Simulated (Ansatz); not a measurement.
# Meshes and cutoff for the phonons of SiC (Moissanite 3C, F-43m), part 2 of 3

How do the frequencies of SiC (Moissanite 3C, F-43m) move with q mesh, k mesh and cutoff?

Ansatz 0.2.0; DFT LDA, scalar-relativistic, plane waves, PAW; PAW set soft_1.

So far, highest frequency on the path or at a solved wavevector (cm⁻¹): step 3 (phonons on a q mesh) 973; step 4 (q mesh 2×2×2) 973. The relaxed cell has a = 4.329 Å (conventional setting).

## (6) Another q mesh, q mesh 6×6×6

The q mesh is changed to 6×6×6, to see how far the force constants must reach.

The input, input.yaml:

```yaml
crystal:
  lattice:
    - [0.0, 2.1645341188, 2.1645341188]
    - [2.1645341188, 0.0, 2.1645341188]
    - [2.1645341188, 2.1645341188, 0.0]
  atoms:
    - { symbol: Si, position: [0.0, 0.0, 0.0] }
    - { symbol: C, position: [0.25, 0.25, 0.25] }
kpoints:
  mp_grid: { grid: [12, 12, 12] }
hamiltonian:
  xc: lda
  pseudopotentials: { kind: paw, azcp: { folder: soft_1 }, xc_functional: pbe }
scf:
  occupations: { method: fixed }
output:
  eigenvalues: true
phonons:
  method: dfpt
  qmesh: [6, 6, 6]
  temperatures: { t_max: 1000, t_step: 50 }
  qpath:
    path:
      - [[0.0, 0.0, 0.0], [-0.5, -0.5, 0.0], [-0.375, -0.375, 0.25]]
      - [[-0.375, 0.0, 0.375], [0.0, 0.0, 0.0], [0.0, 0.0, 0.5], [-0.5, -0.25, 0.25], [-0.5, -0.5, 0.0]]
    npoints: 10
  non_analytic_term:
    high_frequency_dielectric_tensor: [[6.9206, 0.0, 0.0], [0.0, 6.9206, 0.0], [0.0, 0.0, 6.9206]]
    born_effective_charges:
      - { species: Si, tensor: [[2.7312, 0.0, 0.0], [0.0, 2.7312, 0.0], [0.0, 0.0, 2.7312]] }
      - { species: C, tensor: [[-2.7312, 0.0, 0.0], [0.0, -2.7312, 0.0], [0.0, 0.0, -2.7312]] }
    source: "zone-centre run at this cell"
```

Run with:

```
> ansatz run input.yaml --threads 4 --pin off --max-ram 10240MiB --backend cpu --events-out ev --progress --plain --runs-dir out
```

Numbers of over 12 decimals in the logs are rounded to 6 here.

What it wrote:

```text
[...]
Crystal: 2 atoms, lattice volume = 20.283 Å³
Basis set: ecut = 420 eV, 411 PW (Γ), exchange–correlation on 48×48×48 points (8 copies of the dense FFT grid, shifted against one another)
Bands: 8, of which v1, the nominal top of the filled ones, is band 4 counted from 1 (3 counted from 0)
Symmetry: 24 space group operations
k-points: 72 of 1728 (time reversal used)
[...]
E sigma→0 (E₀):  -852.205129 eV
Fermi energy:    9.498477 eV
[...]
--- Band table (eV; the first three rows and the last of 72) ---
[...]
ASR residual: 1.404e-4 → 0.000e0 eV/Å²; symmetrization residual: 2.105e-7 eV/Å²
  ASR residual per site (eV/Å²): 2.66e-5 1.40e-4
  Γ frequencies (cm⁻¹): 0.00 0.00 0.00 797.81 797.81 797.81
--- Phonons (arbitrary-q DFPT): 16 irreducible q on the 6×6×6 mesh ---
[...]
interpolated dispersion: 63 rows × 6 modes
[...]
[key lines of the parts left out:]
SCF converged after 8 iterations
Free energy (F): -852.205129 eV
```

Run time: 1.9 min. Hardware: 4 threads of Arm Neoverse V2, shared host; peak memory 0.96 GiB; 7.3 min of CPU time.

The mean frequency is 598.1 cm⁻¹, +0.2 cm⁻¹ against the base run.

## (7) Side by side

Times are for 4 threads of Arm Neoverse V2, shared host. The runs compared:

```
no.  q mesh    k-mesh  mean frequency (cm⁻¹)  lowest frequency on the path (cm⁻¹)     time  memory (GiB)
  1   2×2×2  12×12×12                  593.9                                    0    6.3 s          0.52
  2   3×3×3  12×12×12                  596.9                                    0     17 s          0.68
  3   6×6×6  12×12×12                  598.1                                    0  1.9 min          0.96
```

The runs together. Phonon density of states against wavenumber; read off at these points; values in 1/cm⁻¹/cell:

```
wavenumber (cm⁻¹)  2×2×2, 12×12×12  3×3×3, 12×12×12  6×6×6, 12×12×12
                5                0                0                0
               35           6.0e-5           5.0e-5           4.0e-5
               75           3.3e-4           2.8e-4           2.2e-4
              105           6.6e-4           5.7e-4           4.4e-4
              135          0.00114           9.8e-4           7.7e-4
              175          0.00211           0.0018          0.00149
              205           0.0032          0.00274          0.00241
              235          0.00496          0.00419          0.00405
              275          0.00941          0.00894           0.0083
              305          0.00994          0.00991          0.00968
              335           0.0104           0.0111           0.0116
              355           0.0108           0.0122           0.0133
              375           0.0079           0.0109           0.0104
              405          0.00562          0.00672           0.0066
              435          0.00574          0.00743          0.00687
              475          0.00427          0.00216          0.00245
              505          0.00291          0.00328          0.00384
              545            0.008           0.0113           0.0123
              565           0.0118           0.0093          0.00646
              575          0.00873          0.00635          0.00478
              605          0.00326          0.00202          0.00194
              645                0                0                0
              675                0                0                0
              705                0                0                0
              745                0                0          0.00237
              775           0.0972           0.0843           0.0774
              805          0.00263                0                0
              815           0.0206                0                0
              845          0.00825           8.0e-4           0.0063
              875          0.00492          0.00846          0.00985
              905          0.00357          0.00413          0.00482
              945           0.0021          0.00199          0.00267
              975           1.1e-4           9.0e-5           1.2e-4
```

The runs together, line C_V. The C_V by temperature; values in J/mol-atom/K:

```
temperature (K)  2×2×2, 12×12×12  3×3×3, 12×12×12  6×6×6, 12×12×12
              0                0                0                0
             50            0.326            0.286            0.248
            100             2.39             2.28              2.2
            150             5.28             5.20             5.14
            200             8.28             8.22             8.18
            250             11.1             11.0             11.0
            300             13.5             13.4             13.4
            350             15.5             15.4             15.4
            400             17.0             17.0             17.0
            450             18.3             18.3             18.3
            500             19.3             19.3             19.3
            550             20.1             20.1             20.1
            600             20.8             20.8             20.7
            650             21.3             21.3             21.3
            700             21.8             21.7             21.7
            750             22.1             22.1             22.1
            800             22.4             22.4             22.4
            850             22.7             22.7             22.7
            900             22.9             22.9             22.9
            950             23.1             23.1             23.1
           1000             23.3             23.3             23.3
```

## (8) Another k mesh, k-mesh 4×4×4, q mesh 2×2×2

The k mesh is changed to 4×4×4 on a small fixed q mesh, to find the coarsest that serves.

input.yaml, the sections that differ from step 6:

```yaml
kpoints:
  mp_grid: { grid: [4, 4, 4] }
phonons:
  method: dfpt
  dielectric: true
  rigid_motions: translations
  qmesh: [2, 2, 2]
  temperatures: { t_max: 1000, t_step: 50 }
  qpath:
    path:
      - [[0.0, 0.0, 0.0], [-0.5, -0.5, 0.0], [-0.375, -0.375, 0.25]]
      - [[-0.375, 0.0, 0.375], [0.0, 0.0, 0.0], [0.0, 0.0, 0.5], [-0.5, -0.25, 0.25], [-0.5, -0.5, 0.0]]
    npoints: 10
# crystal, hamiltonian, scf, output: as in step 6
```

What it wrote:

```text
[...]
Crystal: 2 atoms, lattice volume = 20.283 Å³
Basis set: ecut = 420 eV, 411 PW (Γ), exchange–correlation on 48×48×48 points (8 copies of the dense FFT grid, shifted against one another)
Bands: 8, of which v1, the nominal top of the filled ones, is band 4 counted from 1 (3 counted from 0)
Symmetry: 24 space group operations
k-points: 18 of 64 (irreducible under 4 space group operations, time reversal used)
[...]
SCF iter   1: F=—  HF=-853.742059 eV  |F-HF|=—  |Δ(HF+E_count)|=         —  Δρ=1.43e-1  dr2=5.05e0  ethr=3.10e-3  ⟨swp⟩=4.6  Hψ=1003  notcnv=0  defer=21
[...]
SCF iter   8: F=-852.076716 eV  HF=-852.076716 eV  |F-HF|=2.05e-12  |Δ(HF+E_count)|=  2.89e-10  Δρ=2.44e-7  dr2=5.04e-12  ethr=1.25e-12  ⟨swp⟩=7.4  Hψ=897  notcnv=0
SCF 1 converged in 8 iterations: F = -852.076716 eV  dr2 = 5.04e-12
[...]
DFPT response loops at Γ: preconditioner auto → none (the input reference at scf.mixing.eps_inf says where Resta's filter doesn't serve); β = 0.50; Broyden in place of MSR1
── the response to a field inside a basis, on 6×6×6 k-points: an SCF that follows is theirs, and a resumed run solves both again ──
Bands: 5, of which v1, the nominal top of the filled ones, is band 4 counted from 1 (3 counted from 0)
k-points: 28 of 216 (irreducible under 6 space group operations, time reversal used)
[...]
Eigensolver: Dense (28 Hₖ)
SCF iter   1: F=—  HF=-852.207754 eV  |F-HF|=—  |Δ(HF+E_count)|=         —  Δρ=3.98e-3  dr2=4.06e-3  ethr=1.00e-1
[...]
SCF iter   5: F=-852.206426 eV  HF=-852.206426 eV  |F-HF|=2.95e-10  |Δ(HF+E_count)|=   5.40e-9  Δρ=2.52e-6  dr2=5.48e-10  ethr=3.32e-9
SCF 1 converged in 5 iterations: F = -852.206426 eV  dr2 = 5.48e-10
[...]
WARN: field response: ε∞ stands inside a basis, on 6×6×6 points; the force constants stand on the 4×4×4 k-mesh, whose period is 8.85 times the interband length at k = (0.0000, -0.5000, -0.5000), direct gap 4.500 eV, under 14: take them and everything formed from them as unconverged, and compare with a denser kpoints.mp_grid
[...]
SCF converged after 8 iterations
Free energy (F): -852.076716 eV
[...]
Internal energy: -852.076716 eV  (E = F + TS)
E sigma→0 (E₀):  -852.076716 eV
Fermi energy:    9.557587 eV
[...]
--- Band table (eV; the first three rows and the last of 18) ---
[...]
--- Phonons (Γ-DFPT): 2 representative perturbations + reference, on 18 of 64 k-points (Σ response iterations 6) ---
  k mesh reduced under 4 symmetry operations, with k and −k counted as one. Each operation leaves every solved perturbation unchanged. A smaller set is not considered because the run solves the response to a homogeneous field
  ASR residual: 1.432e-4 → 0.000e0 eV/Å²; symmetrization residual: 3.599e-7 eV/Å²
  ASR residual per site (eV/Å²): 2.93e-5 1.43e-4
  Γ frequencies (cm⁻¹): 0.00 0.00 0.00 800.40 800.40 800.40
  ε∞ (high-frequency dielectric tensor):
        6.921371     0.000000    -0.000000
        0.000000     6.921371     0.000000
       -0.000000     0.000000     6.921371
  ε⁰ (static dielectric tensor: ions relaxed, cell fixed):
       10.280029     0.000000    -0.000000
        0.000000    10.280029     0.000000
       -0.000000     0.000000    10.280029
  ε⁰ − ε∞ (ionic part):
        3.358658    -0.000000    -0.000000
       -0.000000     3.358658     0.000000
       -0.000000     0.000000     3.358658
  softest optical mode at Γ: 800.40 cm⁻¹; the repairs (sum rule, projections) moved no ω² at Γ by more than (1.81 cm⁻¹)²
  Born effective charges Z* (e; rows j = field, columns β = displacement):
    site 0:
         2.73160   -0.00000   -0.00000
        -0.00000    2.73160    0.00000
        -0.00000    0.00000    2.73160
    site 1:
        -2.73160    0.00000    0.00000
         0.00000   -2.73160   -0.00000
         0.00000   -0.00000   -2.73160
  Z* charge neutrality: 7.734e-4 e pre-enforcement
  solved inside a basis spanned on kpoints, on 6×6×6 k-points, its susceptibility summed on 8×8×8: ε∞ is read to err by 2.3e-2, Z* by 1.4e-2 e (field_mesh: kpoints solves on kpoints); Z* is corrected for what the basis lacks
  optical modes at Γ without the LO–TO term, one row a degenerate level:
      ω (cm⁻¹)  modes    IR ((D/Å)²/amu)
        800.40      3            61.3856
  optical modes at Γ + LO–TO along q̂ = [1.0000, 0.0000, 0.0000]:
      ω (cm⁻¹)  modes    IR ((D/Å)²/amu)
        800.40      2            40.9237
        975.46      1            20.4619
  optical modes at Γ + LO–TO along q̂ = [0.0000, 1.0000, 0.0000]:
      ω (cm⁻¹)  modes    IR ((D/Å)²/amu)
        800.40      2            40.9237
        975.46      1            20.4619
  optical modes at Γ + LO–TO along q̂ = [0.0000, 0.0000, 1.0000]:
      ω (cm⁻¹)  modes    IR ((D/Å)²/amu)
        800.40      2            40.9237
        975.46      1            20.4619
--- Phonons (arbitrary-q DFPT): 3 irreducible q on the 2×2×2 mesh ---
[...]
interpolated dispersion: 63 rows × 6 modes
[...]
```

Run time: 2.3 s. Hardware: 4 threads; peak memory 0.38 GiB.

The run finished; it serves as a test, and its numbers are not taken as the result.

## (9) Another k mesh, k-mesh 6×6×6, q mesh 2×2×2

The k mesh is changed to 6×6×6 on a small fixed q mesh, to find the coarsest that serves.

input.yaml: that of step 8 with these lines changed.

```diff
@@ -9,3 +9,3 @@
 kpoints:
-  mp_grid: { grid: [4, 4, 4] }
+  mp_grid: { grid: [6, 6, 6] }
 hamiltonian:
```

What it wrote:

```text
[...]
Crystal: 2 atoms, lattice volume = 20.283 Å³
Basis set: ecut = 420 eV, 411 PW (Γ), exchange–correlation on 48×48×48 points (8 copies of the dense FFT grid, shifted against one another)
Bands: 8, of which v1, the nominal top of the filled ones, is band 4 counted from 1 (3 counted from 0)
Symmetry: 24 space group operations
k-points: 46 of 216 (irreducible under 4 space group operations, time reversal used)
[...]
SCF iter   1: F=—  HF=-853.796463 eV  |F-HF|=—  |Δ(HF+E_count)|=         —  Δρ=1.41e-1  dr2=4.91e0  ethr=3.10e-3  ⟨swp⟩=4.5  Hψ=2575  notcnv=0  defer=48
[...]
SCF iter   8: F=-852.194132 eV  HF=-852.194132 eV  |F-HF|=6.82e-13  |Δ(HF+E_count)|=  3.23e-11  Δρ=1.86e-7  dr2=2.84e-12  ethr=1.25e-12  ⟨swp⟩=7.3  Hψ=2272  notcnv=0
SCF 1 converged in 8 iterations: F = -852.194132 eV  dr2 = 2.84e-12
[...]
Bands: 5, of which v1, the nominal top of the filled ones, is band 4 counted from 1 (3 counted from 0)
k-points: 28 of 216 (irreducible under 6 space group operations, time reversal used)
[...]
Eigensolver: Dense (28 Hₖ)
SCF iter   1: F=—  HF=-852.206252 eV  |F-HF|=—  |Δ(HF+E_count)|=         —  Δρ=5.58e-4  dr2=6.77e-5  ethr=1.00e-1
[...]
SCF iter   4: F=-852.206232 eV  HF=-852.206232 eV  |F-HF|=2.04e-9  |Δ(HF+E_count)|=   2.41e-8  Δρ=1.65e-5  dr2=1.55e-8  ethr=7.13e-9
SCF 1 converged in 4 iterations: F = -852.206232 eV  dr2 = 1.55e-8
[...]
SCF converged after 8 iterations
Free energy (F): -852.194132 eV
[...]
Internal energy: -852.194132 eV  (E = F + TS)
E sigma→0 (E₀):  -852.194132 eV
Fermi energy:    9.506343 eV
[...]
--- Band table (eV; the first three rows and the last of 46) ---
[...]
ASR residual: 1.129e-4 → 0.000e0 eV/Å²; symmetrization residual: 6.698e-8 eV/Å²
  ASR residual per site (eV/Å²): 1.98e-5 1.13e-4
  Γ frequencies (cm⁻¹): 0.00 0.00 0.00 798.20 798.20 798.20
  ε∞ (high-frequency dielectric tensor):
        6.921344     0.000000    -0.000000
        0.000000     6.921344    -0.000000
       -0.000000    -0.000000     6.921344
  ε⁰ (static dielectric tensor: ions relaxed, cell fixed):
       10.298564    -0.000000     0.000000
       -0.000000    10.298564     0.000000
        0.000000     0.000000    10.298564
  ε⁰ − ε∞ (ionic part):
        3.377219    -0.000000     0.000000
       -0.000000     3.377219     0.000000
        0.000000     0.000000     3.377219
[...]
Born effective charges Z* (e; rows j = field, columns β = displacement):
    site 0:
         2.73160   -0.00000    0.00000
         0.00000    2.73160    0.00000
         0.00000    0.00000    2.73160
    site 1:
        -2.73160    0.00000   -0.00000
        -0.00000   -2.73160   -0.00000
        -0.00000   -0.00000   -2.73160
  Z* charge neutrality: 8.067e-4 e pre-enforcement
[...]
optical modes at Γ without the LO–TO term, one row a degenerate level:
      ω (cm⁻¹)  modes    IR ((D/Å)²/amu)
        798.20      3            61.3856
  optical modes at Γ + LO–TO along q̂ = [1.0000, 0.0000, 0.0000]:
      ω (cm⁻¹)  modes    IR ((D/Å)²/amu)
        798.20      2            40.9237
        973.65      1            20.4619
  optical modes at Γ + LO–TO along q̂ = [0.0000, 1.0000, 0.0000]:
      ω (cm⁻¹)  modes    IR ((D/Å)²/amu)
        798.20      2            40.9237
        973.65      1            20.4619
  optical modes at Γ + LO–TO along q̂ = [0.0000, 0.0000, 1.0000]:
      ω (cm⁻¹)  modes    IR ((D/Å)²/amu)
        798.20      2            40.9237
        973.65      1            20.4619
--- Phonons (arbitrary-q DFPT): 3 irreducible q on the 2×2×2 mesh ---
[...]
interpolated dispersion: 63 rows × 6 modes
[...]
```

Wall time 3.3 s (4 threads); peak memory 0.41 GiB.

The run finished; it serves as a test, and its numbers are not taken as the result.

## (10) Another k mesh, k-mesh 8×8×8, q mesh 2×2×2

The k mesh is changed to 8×8×8 on a small fixed q mesh, to find the coarsest that serves.

input.yaml: that of step 9 with these lines changed.

```diff
@@ -9,3 +9,3 @@
 kpoints:
-  mp_grid: { grid: [6, 6, 6] }
+  mp_grid: { grid: [8, 8, 8] }
 hamiltonian:
```

What it wrote:

```text
[...]
Crystal: 2 atoms, lattice volume = 20.283 Å³
Basis set: ecut = 420 eV, 411 PW (Γ), exchange–correlation on 48×48×48 points (8 copies of the dense FFT grid, shifted against one another)
Bands: 8, of which v1, the nominal top of the filled ones, is band 4 counted from 1 (3 counted from 0)
Symmetry: 24 space group operations
k-points: 95 of 512 (irreducible under 4 space group operations, time reversal used)
[...]
optical modes at Γ + LO–TO along q̂ = [0.0000, 1.0000, 0.0000]:
      ω (cm⁻¹)  modes    IR ((D/Å)²/amu)
        797.87      2            40.9144
        973.36      1            20.4572
  optical modes at Γ + LO–TO along q̂ = [0.0000, 0.0000, 1.0000]:
      ω (cm⁻¹)  modes    IR ((D/Å)²/amu)
        797.87      2            40.9144
        973.36      1            20.4572
--- Phonons (arbitrary-q DFPT): 3 irreducible q on the 2×2×2 mesh ---
[...]
interpolated dispersion: 63 rows × 6 modes
[...]
[key lines of the parts left out:]
SCF converged after 8 iterations
Free energy (F): -852.203916 eV
Fermi energy:    9.499658 eV
```

It took 5.3 s on 4 threads; peak memory 0.48 GiB.

The highest optical mode at the zone centre (no LO-TO term) is 797.9 cm⁻¹, +0.1 cm⁻¹ against the base run.

The log warns of the k mesh: “the force constants stand on the 8×8×8 k-mesh, whose period is 12.70 times the interband length at k = (0.0000, -0.5000, -0.5000), direct gap 4.536 eV, under 14: take them and everything formed from them as unconverged”.

## (11) Another k mesh, q mesh 2×2×2

The k mesh is changed to 12×12×12 on a small fixed q mesh, to find the coarsest that serves.

input.yaml: that of step 10 with these lines changed.

```diff
@@ -9,3 +9,3 @@
 kpoints:
-  mp_grid: { grid: [8, 8, 8] }
+  mp_grid: { grid: [12, 12, 12] }
 hamiltonian:
```

What it wrote:

```text
[...]
Crystal: 2 atoms, lattice volume = 20.283 Å³
Basis set: ecut = 420 eV, 411 PW (Γ), exchange–correlation on 48×48×48 points (8 copies of the dense FFT grid, shifted against one another)
Bands: 8, of which v1, the nominal top of the filled ones, is band 4 counted from 1 (3 counted from 0)
Symmetry: 24 space group operations
[...]
optical modes at Γ + LO–TO along q̂ = [0.0000, 1.0000, 0.0000]:
      ω (cm⁻¹)  modes    IR ((D/Å)²/amu)
        797.81      2            40.9126
        973.31      1            20.4563
  optical modes at Γ + LO–TO along q̂ = [0.0000, 0.0000, 1.0000]:
      ω (cm⁻¹)  modes    IR ((D/Å)²/amu)
        797.81      2            40.9126
        973.31      1            20.4563
--- Phonons (arbitrary-q DFPT): 3 irreducible q on the 2×2×2 mesh ---
[...]
interpolated dispersion: 63 rows × 6 modes
[...]
[key lines of the parts left out:]
SCF converged after 8 iterations
Free energy (F): -852.205129 eV
Fermi energy:    9.498477 eV
```

The job ended after 13 s (4 threads; peak memory 0.6 GiB; 47 s of CPU time).

The highest optical mode at the zone centre (no LO-TO term) is 797.8 cm⁻¹, +0.0 cm⁻¹ against the base run.

## (12) Another k mesh, k-mesh 18×18×18, q mesh 2×2×2

The k mesh is changed to 18×18×18 on a small fixed q mesh, to find the coarsest that serves.

input.yaml: that of step 11 with these lines changed.

```diff
@@ -9,3 +9,3 @@
 kpoints:
-  mp_grid: { grid: [12, 12, 12] }
+  mp_grid: { grid: [18, 18, 18] }
 hamiltonian:
```

What it wrote:

```text
[...]
Crystal: 2 atoms, lattice volume = 20.283 Å³
Basis set: ecut = 420 eV, 411 PW (Γ), exchange–correlation on 48×48×48 points (8 copies of the dense FFT grid, shifted against one another)
Bands: 8, of which v1, the nominal top of the filled ones, is band 4 counted from 1 (3 counted from 0)
Symmetry: 24 space group operations
[...]
optical modes at Γ + LO–TO along q̂ = [0.0000, 1.0000, 0.0000]:
      ω (cm⁻¹)  modes    IR ((D/Å)²/amu)
        797.81      2            40.9214
        973.35      1            20.4607
  optical modes at Γ + LO–TO along q̂ = [0.0000, 0.0000, 1.0000]:
      ω (cm⁻¹)  modes    IR ((D/Å)²/amu)
        797.81      2            40.9214
        973.35      1            20.4607
--- Phonons (arbitrary-q DFPT): 3 irreducible q on the 2×2×2 mesh ---
[...]
interpolated dispersion: 63 rows × 6 modes
[...]
[key lines of the parts left out:]
SCF converged after 8 iterations
Free energy (F): -852.205147 eV
Fermi energy:    9.498440 eV
```

Run time: 28 s. Hardware: 4 threads; peak memory 0.91 GiB.

The highest optical mode at the zone centre (no LO-TO term) is 797.8 cm⁻¹, +0.0 cm⁻¹ against the base run.

(Part 2 of 3 ends here.)

[Logs are printed without paths, hosts, clocks, repeated set-up lines and the standing remarks that a program may print on its own settings, such as how far it seeks lower states.]

[Hosts, paths, dates, database ids (printed as entryN), source tags and the programs' standing remarks are cut or masked in the printed files.]
